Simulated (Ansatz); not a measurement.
**Sc on Ir(111): change of the work function**

How does one ordered layer of Sc (fcc site) change the work function of Ir(111), and what dipole does each adsorbate carry?

Method: plane-wave DFT, PBE-D3(BJ), Ansatz PAW, in the first sound run; inputs show where later runs differ, in Ansatz 0.2.0.

## 1. The starting structure

The cell holds 4 atoms: 4 Ir. Cell: a = 2.715 Å, b = 2.715 Å, c = 24.651 Å, α = 90.0°, β = 90.0°, γ = 60.0°. Vacuum lies along c.

Coordinates:

```cif
data_structure
_symmetry_space_group_name_H-M 'P 1'
_symmetry_Int_Tables_number 1
_cell_length_a 2.7153
_cell_length_b 2.7153
_cell_length_c 24.6511
_cell_angle_alpha 90.000
_cell_angle_beta 90.000
_cell_angle_gamma 60.000
_cell_volume 157.40
loop_
_atom_site_label
_atom_site_type_symbol
_atom_site_fract_x
_atom_site_fract_y
_atom_site_fract_z
_atom_site_occupancy
Ir1 Ir 0.00000 0.00000 0.36510 1
Ir2 Ir 0.33333 0.33333 0.45503 1
Ir3 Ir 0.66667 0.66667 0.54497 1
Ir4 Ir 0.00000 0.00000 0.63490 1
```

## 2. The clean slab

The bare slab comes first, as the zero from which every change is counted. The two lowest layers are held at bulk places and the upper ones relax. The dipole correction removes the false field that a one-sided slab makes across the periodic vacuum, so each face gets a flat vacuum level of its own.

The input, input.yaml:

```yaml
crystal:
  lattice:
    - [2.7152900398, 0.0, 0.0]
    - [1.3576450199, 2.3515101531, 0.0]
    - [0.0, 0.0, 24.6510751011]
  atoms:
    - { symbol: Ir, position: [0.0, 0.0, 0.3650956383] }
    - { symbol: Ir, position: [0.3333333333, 0.3333333333, 0.4550318794] }
    - { symbol: Ir, position: [0.6666666667, 0.6666666667, 0.5449681206] }
    - { symbol: Ir, position: [0.0, 0.0, 0.6349043617] }
kpoints:
  mp_grid: { grid: [13, 13, 1] }
hamiltonian:
  xc: pbe
  dispersion: d3bj
scf:
  occupations: { method: fermi_dirac, width: 0.1 }
  convergence: { dr2_threshold: 1.0e-08 }
efield:
  axis: 3
  dipole_correction: true
  ramp_position: 0.97
  ramp_width: 0.06
relax:
  f_tol: 0.02
  max_steps: 60
  constraints: [{ sites: [0, 1] }]
output:
  write_potential: true
  write_density: true
  volumetric_format: npy
```

The run is started by

```sh
ansatz run input.yaml --threads 4 --pin off --max-ram 6144MiB --backend cpu --events-out ev --progress --plain --runs-dir out
```

The log of the run:

```text
Engine: ansatz 0.2.0, aarch64-unknown-linux-gnu
Pseudopotentials: kind: paw
Pseudopotential: Ir, paw, valence charge 17, recommended cutoff 420 eV (normal), Ir.paw.azcp
Functional definition: PBE
  parameter kappa = 0.804
  parameter beta = 0.066725
  exchange = pbe_x(kappa = kappa, mu = beta*pi^2/3)
  correlation = pbe_c(beta = beta)
Crystal: 4 atoms, lattice volume = 157.398 Å³
Basis set: ecut = 420 eV, 3101 PW (Γ), exchange–correlation on 40×40×360 points (8 copies of the dense FFT grid, shifted against one another)
Bands: 41, of which v1, the nominal top of the filled ones, is band 34 counted from 1 (33 counted from 0)
Symmetry: 6 space group operations
k-points: 21 of 169 (time reversal used)
Non-local potential: Ir, projectors of the file, l = 0: 3, l = 1: 2, l = 2: 2, l = 3: 1
PAW form: soft (Blöchl's): semilocal exchange-correlation on the pseudo side does not see the compensation charge
PAW one-centre angular grid: Ir, 590 points (default); XC on 64 Gauss nodes
Initial density: superposition of atomic densities (neutral atoms: chi_scale 0, normalization atom), corrected by the library's trained network
Initial wavefunctions: pseudopotential atomic-orbital guess
Functional: x = pbe(κ = 0.804, μ = 0.219515), c = pbe(β = 0.066725)
SCF iter   1: F=—  HF=-47741.683989 eV  |F-HF|=—  |Δ(HF+E_count)|=         —  Δρ=7.51e-3  dr2=5.66e-1  ethr=1.77e-3  p=0.000 e·Å  D=9.34e-15 V/Å  ΔV_dip=-0.00 eV  dr2_dipole=1.02e-7  V_vac-E_F(+/−)=5.19/5.19 eV  ⟨swp⟩=7.9  Hψ=3938  notcnv=0  defer=2
efield: sawtooth ramp at fractional position 0.9700 (set: `efield.ramp_position`, or a place that a band, a saddle search or an elastic batch's reference lends), width 0.0600; the density the first Hamiltonian is built on has a dipole p = 0.000 e·Å; the dipole correction subtracts the counter field D = 9.34e-15 V/Å, which shifts the + side's vacuum level by -0.00 eV against the − side's; the planar-averaged density in the ramp window peaks in size at 1.1e-5 e/Å³
preconditioner: auto → LDOS  [metal: Δε(μ)=0.042 eV  Ē_g=6.292 eV  σ=0.100 eV  W_gap=0.10  n_scr=18 (ndim 8)  ℏωp=17.8 eV  f_vac=0.579  D(μ)=4.60/eV (n_scr^D=18)  β→1.0]
SCF iter   2: F=—  HF=-47741.672725 eV  |F-HF|=—  |Δ(HF+E_count)|=   1.13e-2  Δρ=2.57e-3  dr2=8.39e-3  ethr=8.32e-4  p=0.000 e·Å  D=1.37e-5 V/Å  ΔV_dip=-0.00 eV  dr2_dipole=2.17e-7  V_vac-E_F(+/−)=5.44/5.44 eV  ⟨swp⟩=1.9  Hψ=1062  notcnv=0  defer=4
SCF iter   3: F=—  HF=-47741.670864 eV  |F-HF|=—  |Δ(HF+E_count)|=   1.86e-3  Δρ=1.49e-3  dr2=3.43e-3  ethr=1.23e-5  p=-0.000 e·Å  D=-2.64e-6 V/Å  ΔV_dip=0.00 eV  dr2_dipole=3.95e-10  V_vac-E_F(+/−)=5.51/5.51 eV  ⟨swp⟩=3.8  Hψ=2039  notcnv=0  defer=4
SCF iter   4: F=—  HF=-47741.670056 eV  |F-HF|=—  |Δ(HF+E_count)|=   8.09e-4  Δρ=1.25e-4  dr2=7.23e-5  ethr=5.04e-6  p=-0.000 e·Å  D=-1.70e-6 V/Å  ΔV_dip=0.00 eV  dr2_dipole=9.32e-13  V_vac-E_F(+/−)=5.49/5.49 eV  ⟨swp⟩=2.0  Hψ=1251  notcnv=0  defer=4
SCF iter   5: F=—  HF=-47741.670054 eV  |F-HF|=—  |Δ(HF+E_count)|=   1.91e-6  Δρ=4.33e-5  dr2=6.25e-6  ethr=1.06e-7  p=-0.000 e·Å  D=-1.13e-6 V/Å  ΔV_dip=0.00 eV  dr2_dipole=2.50e-11  V_vac-E_F(+/−)=5.50/5.50 eV  ⟨swp⟩=3.1  Hψ=1767  notcnv=0  defer=4
SCF iter   6: F=—  HF=-47741.670046 eV  |F-HF|=—  |Δ(HF+E_count)|=   7.26e-6  Δρ=1.71e-5  dr2=6.68e-7  ethr=9.19e-9  p=-0.000 e·Å  D=-6.14e-7 V/Å  ΔV_dip=0.00 eV  dr2_dipole=4.66e-11  V_vac-E_F(+/−)=5.50/5.50 eV  ⟨swp⟩=2.1  Hψ=1308  notcnv=0  defer=4
SCF iter   7: F=—  HF=-47741.670047 eV  |F-HF|=—  |Δ(HF+E_count)|=   4.05e-7  Δρ=8.11e-6  dr2=3.52e-7  ethr=9.82e-10  p=-0.000 e·Å  D=-3.27e-7 V/Å  ΔV_dip=0.00 eV  dr2_dipole=6.72e-12  V_vac-E_F(+/−)=5.50/5.50 eV  ⟨swp⟩=3.2  Hψ=1801  notcnv=0  defer=4
SCF iter   8: F=—  HF=-47741.670047 eV  |F-HF|=—  |Δ(HF+E_count)|=   4.54e-8  Δρ=2.37e-6  dr2=1.88e-8  ethr=5.18e-10  p=-0.000 e·Å  D=-1.41e-7 V/Å  ΔV_dip=0.00 eV  dr2_dipole=1.79e-14  V_vac-E_F(+/−)=5.50/5.50 eV  ⟨swp⟩=2.0  Hψ=1234  notcnv=0  defer=4
SCF iter   9: F=-47741.670047 eV  HF=-47741.670047 eV  |F-HF|=6.56e-9  |Δ(HF+E_count)|=   5.40e-8  Δρ=4.55e-7  dr2=3.64e-10  ethr=1.47e-11  p=-0.000 e·Å  D=-2.45e-8 V/Å  ΔV_dip=0.00 eV  dr2_dipole=2.73e-13  V_vac-E_F(+/−)=5.50/5.50 eV  ⟨swp⟩=11.1  Hψ=6494  notcnv=0
SCF 1 converged in 9 iterations: F = -47741.670047 eV  dr2 = 3.64e-10
  greatest PAW one-centre occupation: 1.000 electrons in one spin orbital (limit 2), on the Ir atom at site 2 (counted from 0), in its partial waves of l = 0
relax step   1: F+E_penalty+E_count = -47741.67004684 eV  Δ(F+E_penalty+E_count) = +0.000e0 eV  max|allowed force component| = 3.068e-1 eV/Å  Δτ_max = 0.0000 Å  (9 SCF iters, accepted)
Initial density: handed on by an earlier stage of this run
Initial wavefunctions: those handed on with the density
iter 1 solved again at ethr=1.31e-3 eV; its pass at ethr=3.10e-3 eV (dr2=8.91e-1 eV) is discarded
SCF iter   1: F=—  HF=-47741.671731 eV  |F-HF|=—  |Δ(HF+E_count)|=         —  Δρ=8.24e-3  dr2=8.16e-1  ethr=1.31e-3  p=-0.000 e·Å  D=-3.95e-7 V/Å  ΔV_dip=0.00 eV  dr2_dipole=3.28e-1  V_vac-E_F(+/−)=5.48/5.48 eV  ⟨swp⟩=1.2  Hψ=3244  notcnv=0  defer=4
efield: sawtooth ramp at fractional position 0.9700 (set: `efield.ramp_position`, or a place that a band, a saddle search or an elastic batch's reference lends), width 0.0600; the density the first Hamiltonian is built on has a dipole p = -0.000 e·Å; the dipole correction subtracts the counter field D = -3.95e-7 V/Å, which shifts the + side's vacuum level by +0.00 eV against the − side's; the planar-averaged density in the ramp window peaks in size at 2.8e-6 e/Å³
preconditioner: auto → LDOS  [metal: Δε(μ)=0.012 eV  Ē_g=6.440 eV  σ=0.100 eV  W_gap=0.03  n_scr=18 (ndim 8)  ℏωp=17.8 eV  f_vac=0.587  D(μ)=4.80/eV (n_scr^D=18)  β→1.0]
SCF iter   2: F=—  HF=-47741.660661 eV  |F-HF|=—  |Δ(HF+E_count)|=   1.11e-2  Δρ=2.42e-3  dr2=1.71e-2  ethr=1.20e-3  p=0.004 e·Å  D=4.76e-3 V/Å  ΔV_dip=-0.12 eV  dr2_dipole=4.26e-4  V_vac-E_F(+/−)=5.40/5.51 eV  ⟨swp⟩=2.0  Hψ=1160  notcnv=0  defer=4
SCF iter   3: F=—  HF=-47741.657488 eV  |F-HF|=—  |Δ(HF+E_count)|=   3.17e-3  Δρ=1.86e-3  dr2=2.17e-2  ethr=2.51e-5  p=0.000 e·Å  D=4.58e-4 V/Å  ΔV_dip=-0.01 eV  dr2_dipole=1.21e-4  V_vac-E_F(+/−)=5.48/5.49 eV  ⟨swp⟩=3.0  Hψ=2019  notcnv=0  defer=4
SCF iter   4: F=—  HF=-47741.653517 eV  |F-HF|=—  |Δ(HF+E_count)|=   3.97e-3  Δρ=3.00e-4  dr2=3.32e-4  ethr=2.51e-5  p=0.002 e·Å  D=2.34e-3 V/Å  ΔV_dip=-0.06 eV  dr2_dipole=2.91e-5  V_vac-E_F(+/−)=5.44/5.50 eV  ⟨swp⟩=2.0  Hψ=1304  notcnv=0  defer=4
[...]
SCF iter   8: F=—  HF=-47741.653419 eV  |F-HF|=—  |Δ(HF+E_count)|=   4.13e-7  Δρ=4.42e-6  dr2=1.15e-7  ethr=7.02e-10  p=0.002 e·Å  D=1.73e-3 V/Å  ΔV_dip=-0.04 eV  dr2_dipole=1.04e-8  V_vac-E_F(+/−)=5.45/5.49 eV  ⟨swp⟩=2.3  Hψ=1498  notcnv=0  defer=4
SCF iter   9: F=—  HF=-47741.653419 eV  |F-HF|=—  |Δ(HF+E_count)|=   3.52e-8  Δρ=1.56e-6  dr2=1.36e-8  ethr=1.69e-10  p=0.001 e·Å  D=1.71e-3 V/Å  ΔV_dip=-0.04 eV  dr2_dipole=2.42e-9  V_vac-E_F(+/−)=5.45/5.49 eV  ⟨swp⟩=2.1  Hψ=1221  notcnv=0  defer=4
SCF iter  10: F=-47741.653419 eV  HF=-47741.653419 eV  |F-HF|=2.24e-9  |Δ(HF+E_count)|=   5.29e-9  Δρ=3.85e-7  dr2=2.78e-10  ethr=1.47e-11  p=0.001 e·Å  D=1.70e-3 V/Å  ΔV_dip=-0.04 eV  dr2_dipole=1.03e-11  V_vac-E_F(+/−)=5.45/5.49 eV  ⟨swp⟩=10.9  Hψ=6323  notcnv=0
SCF 2 converged in 10 iterations: F = -47741.653419 eV  dr2 = 2.78e-10
relax step   2: F+E_penalty+E_count = -47741.65341948 eV  Δ(F+E_penalty+E_count) = +1.663e-2 eV  max|allowed force component| = 6.141e-1 eV/Å  Δτ_max = 0.1388 Å  (10 SCF iters, rejected (line search))
iter 1 solved again at ethr=4.47e-4 eV; its pass at ethr=3.10e-3 eV (dr2=3.04e-1 eV) is discarded
SCF iter   1: F=—  HF=-47741.686071 eV  |F-HF|=—  |Δ(HF+E_count)|=         —  Δρ=5.21e-3  dr2=3.47e-1  ethr=4.47e-4  p=0.001 e·Å  D=1.70e-3 V/Å  ΔV_dip=-0.04 eV  dr2_dipole=1.40e-1  V_vac-E_F(+/−)=5.46/5.51 eV  ⟨swp⟩=1.8  Hψ=3057  notcnv=0  defer=4
efield: sawtooth ramp at fractional position 0.9700 (set: `efield.ramp_position`, or a place that a band, a saddle search or an elastic batch's reference lends), width 0.0600; the density the first Hamiltonian is built on has a dipole p = 0.001 e·Å; the dipole correction subtracts the counter field D = 1.70e-3 V/Å, which shifts the + side's vacuum level by -0.04 eV against the − side's; the planar-averaged density in the ramp window peaks in size at 2.6e-6 e/Å³
eigensolver tolerance schedule calibrated: the retry pair's looser diagonalisation under-reported the residual by θ = 0.12 (0.15/decade); ethr = c·dr2/N_el runs at the constant in force after the calibration composes with the one it found (an armed cap, an earlier calibration), c = 4.6e-2
preconditioner: auto → LDOS  [metal: Δε(μ)=0.041 eV  Ē_g=6.346 eV  σ=0.100 eV  W_gap=0.10  n_scr=18 (ndim 8)  ℏωp=17.8 eV  f_vac=0.581  D(μ)=4.74/eV (n_scr^D=18)  β→1.0]
SCF iter   2: F=—  HF=-47741.680189 eV  |F-HF|=—  |Δ(HF+E_count)|=   5.88e-3  Δρ=1.58e-3  dr2=7.30e-3  ethr=2.35e-4  p=-0.001 e·Å  D=-1.54e-3 V/Å  ΔV_dip=0.04 eV  dr2_dipole=3.10e-4  V_vac-E_F(+/−)=5.53/5.49 eV  ⟨swp⟩=2.0  Hψ=1198  notcnv=0  defer=4
SCF iter   3: F=—  HF=-47741.680107 eV  |F-HF|=—  |Δ(HF+E_count)|=   8.20e-5  Δρ=1.22e-3  dr2=9.33e-3  ethr=4.96e-6  p=0.001 e·Å  D=1.43e-3 V/Å  ΔV_dip=-0.04 eV  dr2_dipole=5.64e-5  V_vac-E_F(+/−)=5.46/5.50 eV  ⟨swp⟩=3.0  Hψ=1952  notcnv=0  defer=4
SCF iter   4: F=—  HF=-47741.678368 eV  |F-HF|=—  |Δ(HF+E_count)|=   1.74e-3  Δρ=1.77e-4  dr2=1.12e-4  ethr=4.96e-6  p=0.000 e·Å  D=2.75e-4 V/Å  ΔV_dip=-0.01 eV  dr2_dipole=1.99e-7  V_vac-E_F(+/−)=5.49/5.49 eV  ⟨swp⟩=2.2  Hψ=1466  notcnv=0  defer=4
SCF iter   5: F=—  HF=-47741.678347 eV  |F-HF|=—  |Δ(HF+E_count)|=   2.12e-5  Δρ=7.86e-5  dr2=3.18e-5  ethr=7.60e-8  p=0.000 e·Å  D=4.90e-4 V/Å  ΔV_dip=-0.01 eV  dr2_dipole=3.11e-6  V_vac-E_F(+/−)=5.48/5.50 eV  ⟨swp⟩=3.0  Hψ=1878  notcnv=0  defer=4
SCF iter   6: F=—  HF=-47741.678343 eV  |F-HF|=—  |Δ(HF+E_count)|=   4.60e-6  Δρ=2.13e-5  dr2=1.92e-6  ethr=2.16e-8  p=0.000 e·Å  D=5.69e-4 V/Å  ΔV_dip=-0.01 eV  dr2_dipole=1.78e-7  V_vac-E_F(+/−)=5.48/5.50 eV  ⟨swp⟩=2.1  Hψ=1424  notcnv=0  defer=4
SCF iter   7: F=—  HF=-47741.678337 eV  |F-HF|=—  |Δ(HF+E_count)|=   5.21e-6  Δρ=8.38e-6  dr2=1.45e-7  ethr=1.31e-9  p=0.001 e·Å  D=5.99e-4 V/Å  ΔV_dip=-0.01 eV  dr2_dipole=5.96e-10  V_vac-E_F(+/−)=5.48/5.50 eV  ⟨swp⟩=3.0  Hψ=1689  notcnv=0  defer=4
SCF iter   8: F=—  HF=-47741.678338 eV  |F-HF|=—  |Δ(HF+E_count)|=   1.79e-7  Δρ=2.09e-6  dr2=2.51e-8  ethr=9.85e-11  p=0.001 e·Å  D=6.30e-4 V/Å  ΔV_dip=-0.02 eV  dr2_dipole=7.71e-10  V_vac-E_F(+/−)=5.48/5.50 eV  ⟨swp⟩=2.5  Hψ=1407  notcnv=0  defer=4
SCF iter   9: F=-47741.678338 eV  HF=-47741.678338 eV  |F-HF|=4.98e-9  |Δ(HF+E_count)|=   7.94e-9  Δρ=6.59e-7  dr2=1.23e-9  ethr=6.79e-12  p=0.001 e·Å  D=6.41e-4 V/Å  ΔV_dip=-0.02 eV  dr2_dipole=2.72e-12  V_vac-E_F(+/−)=5.48/5.50 eV  ⟨swp⟩=10.7  Hψ=6404  notcnv=0
SCF 3 converged in 9 iterations: F = -47741.678338 eV  dr2 = 1.23e-9
relax step   3: F+E_penalty+E_count = -47741.67833757 eV  Δ(F+E_penalty+E_count) = -8.291e-3 eV  max|allowed force component| = 1.764e-2 eV/Å  Δτ_max = 0.0550 Å  (9 SCF iters, accepted)
NSCF: frozen V_eff on 21 k-points
the band table was solved once a step of the walk had ended and its energy, with any forces and stress, was formed, with the checks that follow a solve (4293 applications of the Hamiltonian). They found nothing against the state; the energy, forces and stress were not computed again (output.eigenvalues in the input reference)
WARN: The output density's exchange-correlation potential varies sharply where the density is thin. Do not read a vacuum level from v_tot or v_xc, or from such a field of the output density. On a cell that repeats whose density bears no net charge and no dipole along the vacuum's axis use v_es (v_loc + v_h of the components); under efield.dipole_correction with no amplitude use v_es + v_field, which holds any externa [...]
SCF converged after 9 iterations
Free energy (F): -47741.678338 eV
Harris-Foulkes:  -47741.678338 eV  (|F-HF|=4.98e-9)
Internal energy: -47741.523027 eV  (E = F + TS)
E sigma→0 (E₀):  -47741.600682 eV
Entropy (-TS):   -0.155310 eV (-38.828 meV/atom)
Fermi energy:    5.740628 eV
Dipole field:    D = 0.000644 V/Å  (p = 0.000560 e·Å, saw-weighted, corrected)
Work function:   Φ+ = 5.4806 eV   Φ− = 5.4965 eV
Levels:          The Fermi level and band energies are counted from a zero that moves with the ramp; work functions are not
--- Per-component energies (eV) ---
  E_band       = -1672.792010
  E_kinetic    = 2487.160411
  E_local      = -118173.513080  (includes V_loc(G=0)·N_el)
  E_nonlocal   = 291.734308
  E_hartree    = 57922.878878
  E_xc         = -1068.931066
  E_vxc        = -1196.309754  (∫ρ·V_xc dr)
  E_paw        = -36893.665590  (= ΣΔE_a)
  E_vpaw       = -927.618916  (= ΣTr[D̂ρ^β])
  E_aug_tail   = 0.000220  (compensation charges beyond the density's cutoff)
  E_efield     = 0.000000  (sawtooth field / dipole correction)
  E_vefield    = 0.000915  (∫n·V_field dr)
  E_ewald      = 47694.983106
  E_disp       = -2.170213  (pairwise vdW)
  E_smearing   = -0.155310  (= −TS)
  E_closure    = 0.000000  (closes the sum)
  Σ components = -47741.678338   (vs F -47741.678338, Δ=0.00e0)
--- Forces (eV/Å), atoms counted from 1 ---
  atom   1  Ir     0.00000000    -0.00000000     0.25646006
  atom   2  Ir    -0.00000000    -0.00000000    -0.27151084
  atom   3  Ir    -0.00000000     0.00000000    -0.00260308
  atom   4  Ir    -0.00000000     0.00000000     0.01764402
  max |Σ_I F_I| component: 9.83e-6 eV/Å
--- Band table (eV; the first three rows and the last of 21) ---
  k-point 0: bands = [... 30 lower, 2.8575, 4.5232, 4.5232, 4.9024, 4.9024, 5.0336, 5.8638, 5.8638, ... 3 higher]
  k-point 1: bands = [... 30 lower, 3.0310, 4.3168, 4.3746, 4.4684, 4.9416, 4.9553, 5.2876, 5.8617, ... 3 higher]
  k-point 2: bands = [... 30 lower, 3.5204, 3.7569, 3.9342, 4.2707, 4.4923, 4.9809, 5.7346, 5.8550, ... 3 higher]
  k-point 20: bands = [... 30 lower, 4.4326, 4.4598, 5.4830, 6.0541, 6.1892, 6.4250, 10.6234, 11.7665, ... 3 higher]
--- Relaxed structure (3 steps of the walk, 2 accepted, 0 SCFs on fresh bases) ---
  F+E_penalty+E_count = -47741.67833757 eV   max|allowed force component| = 1.764e-2 eV/Å
  atoms:
    - { symbol: Ir, position: [0.0, 0.0, 0.365096] }
    - { symbol: Ir, position: [0.333333, 0.333333, 0.4550318794] }
    - { symbol: Ir, position: [0.666667, 0.666667, 0.543808] }
    - { symbol: Ir, position: [-2.595876e-18, 0, 0.632674] }
```

Elapsed: 9.6 s, on 4 threads of Arm Neoverse V2, shared host; peak memory 0.47 GiB; 37 s of CPU time.

Step by step:

| step | energy less that of the first step (eV) | largest force component (eV/Å) |
| --- | --- | --- |
| 1 | 0.0000 | 0.3068 |
| 2 | 0.0166 | 0.6141 |
| 3 | -0.0083 | 0.0176 |

Relaxation step 2 was tried and not accepted.

The run keeps the 6 symmetry operations that the program found, so distortions that break them were not tested.

The atoms that moved most (Å):

| atom | dx | dy | dz | length |
| --- | --- | --- | --- | --- |
| Ir4 | 0.000 | 0.000 | -0.055 | 0.055 |
| Ir3 | 0.000 | 0.000 | -0.029 | 0.029 |

The relaxed structure:

```cif
data_structure
_symmetry_space_group_name_H-M 'P 1'
_symmetry_Int_Tables_number 1
_cell_length_a 2.7153
_cell_length_b 2.7153
_cell_length_c 24.6511
_cell_angle_alpha 90.000
_cell_angle_beta 90.000
_cell_angle_gamma 60.000
_cell_volume 157.40
loop_
_atom_site_label
_atom_site_type_symbol
_atom_site_fract_x
_atom_site_fract_y
_atom_site_fract_z
_atom_site_occupancy
Ir1 Ir 0.00000 0.00000 0.36510 1
Ir2 Ir 0.33333 0.33333 0.45503 1
Ir3 Ir 0.66667 0.66667 0.54381 1
Ir4 Ir 0.00000 0.00000 0.63267 1
```

This step gave:

| Item | Value |
| --- | --- |
| energy at zero smearing | -47741.6007 eV |
| work function, upper face | 5.481 eV |
| dipole along the normal | 5.60e-4 e·Å |

Running mean over 2.217 Å of the planar mean; the ramp of the sawtooth is left out. Electron's electrostatic potential energy less the Fermi level against z:

| z (Å) | electron's electrostatic potential energy less the Fermi level (eV) |
| --- | --- |
| 3.5 | 5.50 |
| 4.0 | 5.50 |
| 4.5 | 5.50 |
| 5.0 | 5.49 |
| 5.5 | 5.48 |
| 6.0 | 5.42 |
| 6.5 | 5.19 |
| 7.0 | 4.28 |
| 7.5 | 0.803 |
| 8.0 | -5.47 |
| 8.5 | -10.8 |
| 9.0 | -12.7 |
| 9.5 | -13.1 |
| 10.0 | -13.3 |
| 10.5 | -13.4 |
| 11.0 | -13.6 |
| 11.5 | -13.7 |
| 12.0 | -13.9 |
| 12.5 | -14.0 |
| 13.0 | -13.8 |
| 13.5 | -13.7 |
| 14.0 | -13.7 |
| 14.5 | -13.7 |
| 15.0 | -13.4 |
| 15.5 | -12.9 |
| 16.0 | -11.5 |
| 16.5 | -6.73 |
| 17.0 | -0.286 |
| 17.5 | 3.86 |
| 18.0 | 5.08 |
| 18.5 | 5.38 |
| 19.0 | 5.45 |
| 19.5 | 5.47 |
| 20.0 | 5.48 |
| 20.5 | 5.48 |
| 21.0 | 5.48 |
| 21.5 | 5.48 |

The relaxation took 3 steps and lowered the energy by 0.0083 eV; the largest force on the free atoms ends at 0.018 eV/Å.

The work function of the upper face is 5.48 eV.

(Part 1 of 4 ends here.)

[Long decimals in the printed logs are rounded to 6 places.]

[Logs are printed without paths, hosts, clocks, repeated set-up lines and the standing remarks that a program may print on its own settings, such as how far it seeks lower states.]

[Hosts, paths, dates, database ids (printed as entryN), source tags and the programs' standing remarks are cut or masked in the printed files.]

[Maps of the electrostatic potential energy from Ansatz leave out the sawtooth potential of an applied field or a dipole correction, so their vacuum need not be flat; planar profiles and work functions include it.]
